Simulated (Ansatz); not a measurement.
**NbPC (P4/nmm): the Drude term of Re ε in the infrared**

Re ε of NbPC (P4/nmm) along x at low photon energies is read from one computed spectrum; the carriers' damping was typed as γ = 0.03 eV. x, y and z are the Cartesian axes of the input cell.

The structure is tetragonal, space group P4/nmm (No. 129). The conventional cell has a = 3.213 Å, b = 3.213 Å, c = 7.106 Å, α = 90.00°, β = 90.00°, γ = 90.00°. Nb on site c is surrounded by 4 C at 2.29 Å and 4 P at 2.57 Å. P on site c has 5 Nb at 2.57 to 2.65 Å and 4 P at 2.70 Å as nearest neighbours. C on site a has 4 C at 2.27 Å and 4 Nb at 2.29 Å as nearest neighbours.

Method: Ansatz 0.2.0, PBE, independent particles, k-mesh 10×10×5 with interpolation inside its cells, Gaussian parameter 0.15 eV.

Launch of the response step: `ansatz run input.yaml --threads 2 --pin off --max-ram 5120MiB --backend cpu --events-out ev --progress --plain --runs-dir out`. The run took 2.8 min, on 2 threads of Arm Neoverse V1, with other jobs on the host.

```tsv
photon energy E (eV)	wavelength (µm)	Re ε
0.25	4.96	-236.1
0.30	4.13	-164.5
0.35	3.54	-121.1
0.40	3.10	?
0.50	2.48	-57.0
0.60	2.07	-33.7
0.70	1.77	-17.4
```

A Drude term over a constant background gives Re ε = ε_b − ωp²/(E² + γ²), linear in 1/(E² + γ²).

Working, on the rows shown:

| x = 1/(E² + γ²) (eV⁻²) | y = Re ε |
| --- | --- |
| 15.7729 | -236.1 |
| 11.0011 | -164.5 |
| 8.10373 | -121.1 |
| 3.98565 | -57 |
| 2.77085 | -33.7 |
| 2.03707 | -17.4 |

Means: x̄ = 7.2785, ȳ = -104.97. Σ(x − x̄)(y − ȳ) = -2287, Σ(x − x̄)² = 145.3. Slope = -2287 / 145.3 = -15.74; intercept = ȳ − slope · x̄ = 9.5747. The line misses the rows shown by at most 5.1.

What does the fit predict for the withheld row, and how well does it do?

At x = 6.215 the line gives y = -88.23. The run gave -92.6, so the interpolation is off by 4.4, 2.0 % of the range in the table.

Refitted with all rows, the slope is -15.71 and the intercept 8.7564. These give ωp = √(−slope) = 3.96 eV, against 4.15 eV from the program's Fermi-surface sum, and an intercept of 8.8. Taking the program's Drude term off the rows leaves 36 at the lowest energy and 18 at the highest, so the background isn't constant: interband transitions lie in or near the window, and neither fitted number can be trusted. The structure is a model and need not exist. The values come from a sum over the points of one k-mesh and carry its error, which is largest for Fermi-surface quantities. Spin-orbit coupling is left out.

[Logs are printed without paths, hosts, clocks, repeated set-up lines and the standing remarks that a program may print on its own settings, such as how far it seeks lower states.]
